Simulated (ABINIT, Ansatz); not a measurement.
# Quasiparticle gap of WS2 (Tungstenite) in ABINIT, part 2 of 2

Aim: the G0W0 gap of WS2 (Tungstenite) on PBE, step by step.

ABINIT 10.8.3; PBE and many-body steps on it, plane waves. Known limits of the many-body steps: not at the basis limit; no spin-orbit coupling; coarse k mesh.

So far. Step 2 (Ground state): The gap is indirect, with the least direct gap 0.69 eV higher. Step 3 (Empty states on the mesh, 3×3×1 mesh, 300 bands): On this mesh the gap is 1.175 eV. The earlier step found 1.050 eV, so this mesh misses an edge.

The database entry behind the starting cell differs from later determinations by our own check (an axis about 1.4 % long against later determinations), so it need not match the best structure at ambient conditions.

### Step 4. Screening, 3×3×1 mesh, 274 bands, screening to 176.9 eV

The RPA dielectric matrix is built and inverted for each q.

This step: RPA screening on PBE, plane waves, norm-conserving pseudopotentials.

run.abi

```
acell 3*1.0 Angstrom
rprim 
  3.179999999980 0.000000000005 0.000000000000
  -1.589999999994 2.753960784015 0.000000000000
  0.000000000000 0.000000000000 12.500000000000
ntypat 2
znucl 74 16
natom 6
typat 1 1 2 2 2 2
xred 
  0.333333333333 0.666666666667 0.250000000000
  0.666666666667 0.333333333333 0.750000000000
  0.333333333333 0.666666666667 0.625000000000
  0.666666666667 0.333333333333 0.125000000000
  0.333333333333 0.666666666667 0.875000000000
  0.666666666667 0.333333333333 0.375000000000
pp_dirpath "pseudos"
pseudos "W.upf, S.upf"
ecut 31
ngkpt 3 3 1
nshiftk 1
shiftk 0 0 0
kptopt 1
chksymbreak 0
istwfk *1
occopt 1
irdwfk 1
optdriver 3
nband 274
ecuteps 6.5
inclvkb 2
awtr 1
symchi 1
indata_prefix "in"
outdata_prefix "out"
tmpdata_prefix "tmp"
```

On the command line:

```console
> OMP_NUM_THREADS=1 mpirun -n 4 abinit run.abi > log
```

Numbers of over 12 decimals in the logs are rounded to 6 here.

What it wrote:

```text
.Version 10.8.3 of ABINIT. v10.8.2 released Aug 2026.

 Symmetries : space group P6_3/m m c (#194); Bravais hP (primitive hexag.)
[... echo of the input left out ...]
== DATASET  1 ==================================================================
-   mpi_nproc: 4, omp_nthreads: 1 (-1 if OMP is not activated)

--- !DatasetInfo
iteration_state: {dtset: 1, }
dimensions: {natom: 6, nkpt: 3, mband: 274, nsppol: 1, nspinor: 1, nspden: 1, mpw: 6137, }
cutoff_energies: {ecut:  31.0, pawecutdg:  -1.0, }
electrons: {nelect:   5.20000000E+01, charge:   0.00000000E+00, occopt:   1.00000000E+00, tsmear:   1.00000000E-02, }

 SCREENING: Calculation of the susceptibility and dielectric matrices

 Based on a program developped by R.W. Godby, V. Olevano, G. Onida, and L. Reining.
 Incorporated in ABINIT by V. Olevano, G.-M. Rignanese, and M. Torrent.
.Using double precision arithmetic ; gwpc =  8

[... cell and pseudopotentials left out ...]
--------------------------------------------------------------------------------

 ==== K-mesh for the wavefunctions ====
 Number of points in the irreducible wedge :     3
[... list of points left out ...]
 Together with 24 symmetry operations and time-reversal symmetry
 yields     9 points in the full Brillouin Zone.

 ==== Q-mesh for the screening function ====
 Number of points in the irreducible wedge :     3
[... list of points left out ...]
 Together with 24 symmetry operations and time-reversal symmetry
 yields     9 points in the full Brillouin Zone.

 setmesh: FFT mesh size selected  =    20x   20x   90
          total number of points  =        36000

 vcoul_init : cutoff-mode = AUXILIARY_FUNCTION
 q-points for optical limit:   1
     1)      0.000010    0.000020    0.000030

- screening: taking advantage of time-reversal symmetry
- Maximum band index for partially occupied states nbvw = 26
- Remaining bands to be divided among processors   nbcw = 248
- Number of bands treated by each node ~62

 Number of electrons calculated from density =   52.0000; Expected =   52.0000
 average of density, n =  0.070390
 r_s =    1.5024
 omega_plasma =   25.5924 [eV]

 calculating chi0 at frequencies [eV] :
  1    0.000000E+00    0.000000E+00
  2    0.000000E+00    2.559243E+01

--------------------------------------------------------------------------------
  q-point number  1        q = ( 0.000000, 0.000000, 0.000000) [r.l.u.]
--------------------------------------------------------------------------------
[... chi0 elements left out ...]
 For q-point:  0.000010 0.000020 0.000030
  dielectric constant =  17.9827
  dielectric constant without local fields =  20.2952

  Average fulfillment of the sum rule on Im[epsilon] for q-point    1 :     89.55  [%]
[... wings left out ...]
  q-point number  2        q = ( 0.333333, 0.000000, 0.000000) [r.l.u.]
--------------------------------------------------------------------------------
[... chi0 elements left out ...]
  Average fulfillment of the sum rule on Im[epsilon] for q-point    2 :     87.39  [%]

 [... 1 further q-points ...]
```

Wall time 57 s (4 MPI ranks of Arm Neoverse V2, shared host); peak memory 1.3 GiB; 3.8 min of CPU time.

This step gave:

```
ε∞ with local fields, on this mesh, along the program's q direction : 17.98
the same without local fields                                       : 20.30
plasma frequency                                                    : 25.59 eV
plane waves in the screening matrix                                 : 597
```

Local fields lower ε∞ by 11 %. On a Γ-centred mesh this coarse the value itself is usually too large, while a short band sum pulls it down.

### Step 5. Self-energy, 3×3×1 mesh, 274 bands, screening to 176.9 eV

The self-energy is evaluated for the states that the input lists, and the levels follow from it, in one-shot runs by the linearised quasiparticle equation.

This step: G0W0 on PBE, plane waves, norm-conserving pseudopotentials.

Changes to run.abi since step 4:

```diff
@@ -27,8 +27,17 @@
 irdwfk 1
-optdriver 3
+optdriver 4
 nband 274
+gwcalctyp 0
+ecutsigx 31
+symsigma 1
+nkptgw 2
+kptgw 
+  0.0000000000 0.0000000000 0.0000000000
+  0.3333333333 0.3333333333 0.0000000000
+bdgw 
+  25 28
+  25 28
 ecuteps 6.5
-inclvkb 2
-awtr 1
-symchi 1
+irdscr 1
+ppmodel 1
 indata_prefix "in"
```

What it wrote:

```text
.Version 10.8.3 of ABINIT. v10.8.2 released Aug 2026.

 Symmetries : space group P6_3/m m c (#194); Bravais hP (primitive hexag.)
[... echo of the input left out ...]
== DATASET  1 ==================================================================
-   mpi_nproc: 4, omp_nthreads: 1 (-1 if OMP is not activated)

--- !DatasetInfo
iteration_state: {dtset: 1, }
dimensions: {natom: 6, nkpt: 3, mband: 274, nsppol: 1, nspinor: 1, nspden: 1, mpw: 6137, }
cutoff_energies: {ecut:  31.0, pawecutdg:  -1.0, }
electrons: {nelect:   5.20000000E+01, charge:   0.00000000E+00, occopt:   1.00000000E+00, tsmear:   1.00000000E-02, }

 SIGMA: Calculation of the GW corrections

 Based on a program developped by R.W. Godby, V. Olevano, G. Onida, and L. Reining.
 Incorporated in ABINIT by V. Olevano, G.-M. Rignanese, and M. Torrent.
.Using double precision arithmetic ; gwpc =  8

[... cell and pseudopotentials left out ...]
--------------------------------------------------------------------------------

 ==== K-mesh for the wavefunctions ====
 Number of points in the irreducible wedge :     3
[... list of points left out ...]
 Together with 24 symmetry operations and time-reversal symmetry
 yields     9 points in the full Brillouin Zone.

 ==== Q-mesh for screening function ====
 Number of points in the irreducible wedge :     3
[... list of points left out ...]
 Together with 24 symmetry operations and time-reversal symmetry
 yields     9 points in the full Brillouin Zone.

 vcoul_init : cutoff-mode = AUXILIARY_FUNCTION
 q-points for optical limit:   1
     1)      0.000010    0.000020    0.000030
 setmesh: FFT mesh size selected  =    27x   27x  120
          total number of points  =        87480

 Number of electrons calculated from density =   52.0000; Expected =   52.0000
 average of density, n =  0.070390
 r_s =    1.5024
 omega_plasma =   25.5924 [eV]

 === KS Band Gaps ===
  >>>> For spin  1
   Minimum direct gap =   1.7368 [eV], located at k-point      :   0.3333  0.3333  0.0000
   Fundamental gap    =   1.1751 [eV], Top of valence bands at :   0.0000  0.0000  0.0000
                                       Bottom of conduction at :   0.3333  0.3333  0.0000
 SIGMA fundamental parameters:
 PLASMON POLE MODEL  1
 number of plane-waves for SigmaX                 6137
 number of plane-waves for SigmaC and W            597
 number of plane-waves for wavefunctions          6137
 number of bands                                   274
 number of independent spin polarizations            1
 number of spinorial components                      1
 number of k-points in IBZ                           3
 number of q-points in IBZ                           3
 number of symmetry operations                      24
 number of k-points in BZ                            9
 number of q-points in BZ                            9
 number of frequencies for dSigma/dE                 9
 frequency step for dSigma/dE [eV]                0.25
 number of omega for Sigma on real axis              0
 max omega for Sigma on real axis  [eV]           0.00
 zcut for avoiding poles [eV]                     0.10

 EPSILON^-1 parameters (SCR file):
 dimension of the eps^-1 matrix on file            597
 dimension of the eps^-1 matrix used               597
 number of plane-waves for wavefunctions          6137
 number of bands                                   274
 number of q-points in IBZ                           3
 number of frequencies                               2
 number of real frequencies                          1
 number of imag frequencies                          1

 matrix elements of self-energy operator (all in [eV])

 Perturbative Calculation

--- !SelfEnergy_ee
iteration_state: {dtset: 1, }
kpoint     : [   0.000,    0.000,    0.000, ]
spin       : 1
KS_gap     :    2.245
QP_gap     :    2.772
Delta_QP_KS:    0.527
data: !SigmaeeData |
     Band     E0 <VxcDFT>   SigX SigC(E0)      Z dSigC/dE  Sig(E)    E-E0       E
       25   7.984 -14.390 -15.587   0.991   0.784  -0.276 -14.551  -0.162   7.822
       26   9.072 -15.531 -16.377   0.746   0.779  -0.283 -15.609  -0.077   8.994
       27  11.317 -15.192 -10.304  -4.313   0.783  -0.277 -14.742   0.450  11.767
       28  11.317 -15.192 -10.304  -4.313   0.783  -0.277 -14.742   0.450  11.767

--- !SelfEnergy_ee
iteration_state: {dtset: 1, }
kpoint     : [   0.333,    0.333,    0.000, ]
spin       : 1
KS_gap     :    1.737
QP_gap     :    2.439
Delta_QP_KS:    0.702
data: !SigmaeeData |
     Band     E0 <VxcDFT>   SigX SigC(E0)      Z dSigC/dE  Sig(E)    E-E0       E
       25   8.343 -15.064 -16.308   1.077   0.783  -0.278 -15.195  -0.131   8.212
       26   8.510 -15.440 -16.624   1.053   0.781  -0.280 -15.542  -0.103   8.407
       27  10.247 -16.292 -11.224  -4.301   0.781  -0.280 -15.693   0.599  10.846
       28  10.247 -16.292 -11.224  -4.301   0.781  -0.280 -15.693   0.599  10.846

== END DATASET(S) ==============================================================
================================================================================

 -outvars: echo values of variables after computation  --------
           etotal      0.0000000000E+00
            nband         274
             nkpt           3
          spgroup         194
 [... the other variables as echoed above ...]

 Calculation completed.
```

It took 30 s on 4 MPI ranks; peak memory 1.2 GiB.

This step gave:

```
G0W0 gap on the points computed              : 1.852 eV
starting gap on the mesh                     : 1.175 eV
k of the valence top                         : 0, 0, 0
k of the conduction bottom                   : 0.3333, 0.3333, 0
Z at the valence top                         : 0.779
Z at the conduction bottom                   : 0.781
least direct G0W0 gap on the computed points : 2.439 eV
```

The gap on the mesh goes from 1.17 eV to 1.85 eV, a correction of +0.68 eV. The start differs from the 1.05 eV found before because the two sample other k points.

Limits: finite bands, cutoff and mesh; no spin-orbit coupling; coarse k mesh. v1 is the top filled band, c1 the lowest empty one. Levels before and after the correction, in eV, zero at the valence-band top of each column:

```tsv
	conduction bottom	valence top
Kohn-Sham	1.17	0.00
G0W0	1.85	0.00
```

```tsv
	level	energy (eV)
Kohn-Sham	Γ v2	-1.088
Kohn-Sham	Γ v1	0.000
Kohn-Sham	Γ c1-c2	2.245
Kohn-Sham	(0.333 0.333 0) v2	-0.729
Kohn-Sham	(0.333 0.333 0) v1	-0.562
Kohn-Sham	(0.333 0.333 0) c1-c2	1.175
G0W0	Γ v2	-1.172
G0W0	Γ v1	0.000
G0W0	Γ c1-c2	2.773
G0W0	(0.333 0.333 0) v2	-0.782
G0W0	(0.333 0.333 0) v1	-0.587
G0W0	(0.333 0.333 0) c1-c2	1.852
```

### Step 6. Where the time went

Times are wall times on 4 MPI ranks of Arm Neoverse V2, shared host, good to a factor of about two.

```tsv
step	time	share	memory (GiB)
ground state	31 s	15 %	0.44
empty states on the mesh	89 s	43 %	0.49
screening	57 s	27 %	1.3
self-energy	30 s	14 %	1.2
```

### Step 7. Results

| Item | Value |
| --- | --- |
| PBE gap | 1.05 eV, indirect |
| G0W0 gap on the mesh | 1.85 eV |
| G0W0 gap over the zone (rigid shift) | 1.73 eV |
| GW settings | 3×3×1 mesh, 274 bands, screening to 176.9 eV, Godby-Needs plasmon pole |
| known limits | not at the basis limit; no spin-orbit coupling; coarse k mesh |

What this shows: G0W0 moves the gap on the mesh from 1.17 eV to 1.85 eV (+0.68 eV), with Z of 0.78 and 0.78 at the edges. The mesh misses the band edges by 0.13 eV in all; a rigid shift gives 1.73 eV for the zone. Local fields lower the RPA ε∞ on this mesh from 20.30 to 17.98; a Γ-centred mesh this coarse tends to raise both, most where the direct gap is narrow, while a short band sum lowers them. Only 2 of the mesh's irreducible points were corrected, so a valley elsewhere could overtake. The dearest step here is «empty states on the mesh». Bands and cutoff are finite, so the gap is not at the basis limit. The miss can reach some tenths of an eV and take either sign; the mesh is an error of its own. In the G0W0 run levels were corrected at 2 k points alone, so a gap called «on the mesh» is the least over those, and an edge elsewhere would be missed. A denser mesh or path gives a starting gap of 1.05 eV: the GW mesh misses a band edge, so its gaps are not the fundamental one. The 3×3×1 mesh is coarse for this cell, which bears on the long-range parts of exchange and screening. The many-body steps are scalar-relativistic: spin-orbit coupling is not in them.

[Paths, hosts, dates, memory and timing lines, banners, echoed tables and standing remarks are left out of the program output.]

[Logs are printed without paths, hosts, clocks, repeated set-up lines and the standing remarks that a program may print on its own settings, such as how far it seeks lower states.]

[Runs of the session that timed out or met a known fault of the program may be left out.]

[Hosts, paths, dates, database ids (printed as entryN), source tags and the programs' standing remarks are cut or masked in the printed files.]

[G0W0 gaps are taken among the corrected bands and points alone; a level outside them can change the order at an edge.]

[Where Ansatz stands beside ABINIT at settings called matched, ABINIT's density can come from a denser mesh and the files from another edition; pairs whose starting gaps differed by over 0.03 eV were left out, so agreement reads better than it is.]
